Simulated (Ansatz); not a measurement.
## LiCl (Fm-3m): from the cell to its phonons

Wanted: vibrations and spectra of LiCl (Fm-3m); the cell is already relaxed. After the zone centre comes a 4×4×4 q mesh on a 8×8×8 k mesh.

Program: Ansatz 0.2.0. Level of theory: DFT PBE, scalar-relativistic, plane waves, PAW. Results are calculated unless marked as measured.

The database entry behind the starting cell differs from later determinations by our own check (0.1 to 0.3 % short, probably kX units), so it need not match the best structure at ambient conditions.

## 1. Set-up

The structure is cubic, space group Fm-3m (No. 225). Conventional cell: a = 5.150 Å, b = 5.150 Å, c = 5.150 Å, α = 90.00°, β = 90.00°, γ = 90.00°. Nearest to Li lie 6 Cl at 2.58 Å. Cl has 6 Li at 2.58 Å nearest. Farther neighbours and most contacts between anions are not listed.

Structure file:

```cif
data_structure
_symmetry_space_group_name_H-M 'P 1'
_symmetry_Int_Tables_number 1
_cell_length_a 3.6418
_cell_length_b 3.6418
_cell_length_c 3.6418
_cell_angle_alpha 60.000
_cell_angle_beta 60.000
_cell_angle_gamma 60.000
_cell_volume 34.15
loop_
_atom_site_label
_atom_site_type_symbol
_atom_site_fract_x
_atom_site_fract_y
_atom_site_fract_z
_atom_site_occupancy
Li1 Li 0.00000 0.00000 0.00000 1
Cl2 Cl 0.50000 0.50000 0.50000 1
```

## 2. Modes at Γ

The cell comes from relaxations at this level that are not shown. The zone centre comes first: it holds the modes that light can see, as far as symmetry allows. The response to a homogeneous field gives the Born charges and the dielectric tensor.

input.yaml

```yaml
crystal:
  lattice:
    - [0.0, 2.5751358477, 2.5751358477]
    - [2.5751358477, 0.0, 2.5751358477]
    - [2.5751358477, 2.5751358477, 0.0]
  atoms:
    - { symbol: Li, position: [0.0, 0.0, 0.0] }
    - { symbol: Cl, position: [0.5, 0.5, 0.5] }
kpoints:
  mp_grid: { grid: [8, 8, 8] }
hamiltonian:
  xc: pbe
scf:
  occupations: { method: fixed }
output:
  eigenvalues: true
phonons:
  method: dfpt
  dielectric: true
  rigid_motions: translations
```

Command:

```
$ ansatz run input.yaml --threads 4 --pin off --max-ram 7168MiB --backend cpu --events-out ev --progress --plain --runs-dir out
```

Numbers of over 12 decimals in the logs are rounded to 6 here.

The program printed:

```text
Engine: ansatz 0.2.0, aarch64-unknown-linux-gnu
Pseudopotentials: kind: paw
Pseudopotential: Li, paw, valence charge 3, recommended cutoff 420 eV (normal), Li.paw.azcp
Pseudopotential: Cl, paw, valence charge 7, recommended cutoff 420 eV (normal), Cl.paw.azcp
Functional definition: PBE
  parameter kappa = 0.804
  parameter beta = 0.066725
  exchange = pbe_x(kappa = kappa, mu = beta*pi^2/3)
  correlation = pbe_c(beta = beta)
Crystal: 2 atoms, lattice volume = 34.153 Å³
Basis set: ecut = 420 eV, 645 PW (Γ), exchange–correlation on 50×50×50 points (8 copies of the dense FFT grid, shifted against one another)
Bands: 9, of which v1, the nominal top of the filled ones, is band 5 counted from 1 (4 counted from 0)
Symmetry: 48 space group operations
k-points: 59 of 512 (irreducible under 8 space group operations, time reversal used)
Non-local potential: Li, projectors of the file, l = 0: 3, l = 1: 2, l = 2: 1
Non-local potential: Cl, projectors of the file, l = 0: 2, l = 1: 2, l = 2: 2
PAW form: soft (Blöchl's): semilocal exchange-correlation on the pseudo side does not see the compensation charge
PAW one-centre angular grid: Li, 110 points (default); XC on 64 Gauss nodes
PAW one-centre angular grid: Cl, 110 points (default); XC on 64 Gauss nodes
Initial density: superposition of atomic densities (neutral atoms: chi_scale 0, normalization atom), corrected by the library's trained network
Initial wavefunctions: pseudopotential atomic-orbital guess
Functional: x = pbe(κ = 0.804, μ = 0.219515), c = pbe(β = 0.066725)
SCF iter   1: F=—  HF=-1287.833988 eV  |F-HF|=—  |Δ(HF+E_count)|=         —  Δρ=2.05e-4  dr2=1.23e-5  ethr=1.77e-3  ⟨swp⟩=5.3  Hψ=3332  notcnv=0  defer=86
preconditioner: auto → none  [insulator: Δε(μ)=6.263 eV  Ē_g=14.061 eV  n_scr=8 (ndim 8)  ℏωp=18.0 eV  f_vac=0.000  ε∞_Penn≈2.6]
SCF iter   2: F=—  HF=-1287.833913 eV  |F-HF|=—  |Δ(HF+E_count)|=   7.56e-5  Δρ=1.78e-4  dr2=1.55e-5  ethr=1.23e-7  ⟨swp⟩=2.5  Hψ=1456  notcnv=0  defer=109
SCF iter   3: F=—  HF=-1287.833895 eV  |F-HF|=—  |Δ(HF+E_count)|=   1.75e-5  Δρ=6.60e-5  dr2=9.17e-7  ethr=1.23e-7  ⟨swp⟩=2.0  Hψ=764  notcnv=0  defer=29
SCF iter   4: F=—  HF=-1287.833897 eV  |F-HF|=—  |Δ(HF+E_count)|=   1.46e-6  Δρ=3.24e-5  dr2=3.66e-7  ethr=9.17e-9  ⟨swp⟩=2.4  Hψ=739  notcnv=0  defer=1
SCF iter   5: F=—  HF=-1287.833896 eV  |F-HF|=—  |Δ(HF+E_count)|=   2.14e-7  Δρ=1.54e-5  dr2=1.11e-7  ethr=3.66e-9  ⟨swp⟩=1.8  Hψ=644  notcnv=0  defer=1
SCF iter   6: F=—  HF=-1287.833896 eV  |F-HF|=—  |Δ(HF+E_count)|=   4.36e-8  Δρ=3.53e-6  dr2=6.35e-9  ethr=1.11e-9  ⟨swp⟩=2.3  Hψ=754  notcnv=0  defer=1
SCF iter   7: F=—  HF=-1287.833896 eV  |F-HF|=—  |Δ(HF+E_count)|=   2.15e-9  Δρ=8.22e-7  dr2=3.56e-10  ethr=6.35e-11  ⟨swp⟩=2.3  Hψ=775  notcnv=0  defer=1
SCF iter   8: F=-1287.833896 eV  HF=-1287.833896 eV  |F-HF|=1.00e-11  |Δ(HF+E_count)|=  1.13e-10  Δρ=1.67e-7  dr2=1.46e-11  ethr=1.00e-12  ⟨swp⟩=7.7  Hψ=2903  notcnv=0
SCF 1 converged in 8 iterations: F = -1287.833896 eV  dr2 = 1.46e-11
  greatest PAW one-centre occupation: 1.000 electrons in one spin orbital (limit 2), on the Li atom at site 0 (counted from 0), in its partial waves of l = 0
DFPT response loops at Γ: preconditioner auto → none (the input reference at scf.mixing.eps_inf says where Resta's filter doesn't serve); β = 0.50; Broyden in place of MSR1
SCF converged after 8 iterations
Free energy (F): -1287.833896 eV
Harris-Foulkes:  -1287.833896 eV  (|F-HF|=1.00e-11)
Internal energy: -1287.833896 eV  (E = F + TS)
E sigma→0 (E₀):  -1287.833896 eV
Fermi energy:    1.601194 eV
--- Per-component energies (eV) ---
  E_band       = -104.124230
  E_kinetic    = 183.612809
  E_local      = -327.467665  (includes V_loc(G=0)·N_el)
  E_nonlocal   = -4.753196
  E_hartree    = 95.540451
  E_xc         = -118.617340
  E_vxc        = -136.855511  (∫ρ·V_xc dr)
  E_paw        = -680.420899  (= ΣΔE_a)
  E_vpaw       = -9.741614  (= ΣTr[D̂ρ^β])
  E_aug_tail   = 0.000097  (compensation charges beyond the density's cutoff)
  E_ewald      = -435.728154
  E_smearing   = -0.000000  (= −TS)
  E_closure    = 0.000000  (closes the sum)
  Σ components = -1287.833896   (vs F -1287.833896, Δ=0.00e0)
--- Band table (eV; the first three rows and the last of 59) ---
  k-point 0: bands = ["-41.9251", "-11.7541", "1.6012", "1.6012", "1.6012", "7.8606", "13.3838", "13.3838", "13.3838"]
  k-point 1: bands = ["-41.9247", "-11.6805", "1.0835", "1.5611", "1.5611", "8.3221", "12.6440", "13.3007", "13.3007"]
  k-point 2: bands = ["-41.9238", "-11.4933", "0.0472", "1.4693", "1.4693", "8.7685", "12.1968", "12.1968", "12.4757"]
  k-point 58: bands = ["-41.9217", "-10.9730", "-0.4744", "-0.4744", "0.5610", "11.0385", "11.6713", "11.9493", "11.9493"]
--- Phonons (Γ-DFPT): 2 representative perturbations + reference, on 59 of 512 k-points (Σ response iterations 8) ---
  k mesh reduced under 8 symmetry operations, with k and −k counted as one. Each operation leaves every solved perturbation unchanged. A smaller set is not considered because the run solves the response to a homogeneous field
  ASR residual: 1.284e-4 → 0.000e0 eV/Å²; symmetrization residual: 4.654e-7 eV/Å²
  ASR residual per site (eV/Å²): 1.17e-4 1.28e-4
  Γ frequencies (cm⁻¹): 0.00 0.00 0.00 166.97 166.97 166.97
  ε∞ (high-frequency dielectric tensor):
        2.944297     0.000000     0.000000
       -0.000000     2.944297    -0.000000
        0.000000     0.000000     2.944297
  ε⁰ (static dielectric tensor: ions relaxed, cell fixed):
       15.499346     0.000000    -0.000000
        0.000000    15.499346     0.000000
       -0.000000     0.000000    15.499346
  ε⁰ − ε∞ (ionic part):
       12.555049     0.000000    -0.000000
        0.000000    12.555049     0.000000
       -0.000000     0.000000    12.555049
  softest optical mode at Γ: 166.97 cm⁻¹; the repairs (sum rule, projections) moved no ω² at Γ by more than (2.17 cm⁻¹)²
  Born effective charges Z* (e; rows j = field, columns β = displacement):
    site 0:
         1.18745    0.00000   -0.00000
        -0.00000    1.18745    0.00000
         0.00000    0.00000    1.18745
    site 1:
        -1.18745   -0.00000    0.00000
         0.00000   -1.18745   -0.00000
         0.00000   -0.00000   -1.18745
  Z* charge neutrality: 1.393e-5 e pre-enforcement
  k-mesh period / interband length: 29.1 Å / 1.26 Å = 23.12 at k = (0.0000, 0.0000, -0.5000), direct gap 6.982 eV — 14 or more, which is no proof of convergence
  optical modes at Γ without the LO–TO term, one row a degenerate level:
      ω (cm⁻¹)  modes    IR ((D/Å)²/amu)
        166.97      3            16.8153
  optical modes at Γ + LO–TO along q̂ = [1.0000, 0.0000, 0.0000]:
      ω (cm⁻¹)  modes    IR ((D/Å)²/amu)
        166.97      2            11.2102
        383.10      1             5.6051
  optical modes at Γ + LO–TO along q̂ = [0.0000, 1.0000, 0.0000]:
      ω (cm⁻¹)  modes    IR ((D/Å)²/amu)
        166.97      2            11.2102
        383.10      1             5.6051
  optical modes at Γ + LO–TO along q̂ = [0.0000, 0.0000, 1.0000]:
      ω (cm⁻¹)  modes    IR ((D/Å)²/amu)
        166.97      2            11.2102
        383.10      1             5.6051
```

Run time: 1.9 s. Hardware: 4 threads of Arm Neoverse V2, shared host; peak memory 0.35 GiB; 6.7 s of CPU time.

In the SCF lines HF is the Harris–Foulkes energy and dr2 the Hartree energy of the density residual, in eV; the loop may stop once dr2 is under the threshold and the program's other checks hold. Hψ counts applications of the Hamiltonian.

This step gave:

```
gap on the k-mesh                                       : 6.259 eV
volume per atom                                         : 17.08 Å³
sum-rule residual before enforcement                    : 1.28e-4 eV/Å²
miss of the charge sum rule                             : 1.39e-5 e
point group                                             : m-3m
highest optical mode at the zone centre (no LO-TO term) : 167.0 cm⁻¹
lowest optical zone-centre mode                         : 167.0 cm⁻¹
mean high-frequency dielectric constant                 : 2.944
largest Born charge (third of the trace)                : 1.188 e
mean static dielectric constant                         : 15.50
top of the zone-centre spectrum with the field          : 383.1 cm⁻¹
```

Without the LO-TO term. Patterns of degenerate modes are one choice out of their space. Modes at Γ, with each element's share of the kinetic energy:

```tsv
mode	frequency (cm⁻¹)	symmetry	Li %	Cl %
1	0.0	acoustic	16	84
2	0.0	acoustic	16	84
3	0.0	acoustic	16	84
4	167.0	T1u	84	16
5	167.0	T1u	84	16
6	167.0	T1u	84	16
```

Displacements in mode 6 (167.0 cm⁻¹), the largest set to 1:
```
Li1  0.00 -0.02  1.00
Cl2  0.00  0.00 -0.20
```

Optical modes at the zone centre, without and with the macroscopic field of the longitudinal modes; each column is sorted by frequency, so a row need not hold one and the same mode. Modes with and without the field, by row:

```tsv
rank among optical modes	no field (cm⁻¹)	q along (1, 0, 0) (cm⁻¹)
1	167	167
2	167	167
3	167	383.1
```

Born charge (rows field, columns displacement) (e), principal values of the symmetric part by kind of site:

```tsv
atom	atoms with these values	low	middle	high	mean
Li1	1	1.19	1.19	1.19	1.19
Cl2	1	-1.19	-1.19	-1.19	-1.19
```

In full for Cl2:

```
-1.19  0.00  0.00
 0.00 -1.19  0.00
 0.00  0.00 -1.19
```

High-frequency dielectric tensor:

```
2.94 0.00 0.00
0.00 2.94 0.00
0.00 0.00 2.94
```

Static dielectric tensor (ions relaxed, fixed cell):

```
15.50  0.00  0.00
 0.00 15.50  0.00
 0.00  0.00 15.50
```

Transverse modes. Infrared lines, with heights relative to the strongest:

```tsv
position (cm⁻¹)	label	relative intensity
167	T1u	100
```

Before it was imposed, the acoustic sum rule was missed by 1.3e-4 eV/Å² and the charge sum rule by 1.4e-5 e. Small misses are needed for a sound result but don't prove that mesh and cutoff are converged. The lowest optical mode is real, 167 cm⁻¹.

(Continued in part 2 of 2.)

[Logs are printed without paths, hosts, clocks, repeated set-up lines and the standing remarks that a program may print on its own settings, such as how far it seeks lower states.]

[Hosts, paths, dates, database ids (printed as entryN), source tags and the programs' standing remarks are cut or masked in the printed files.]
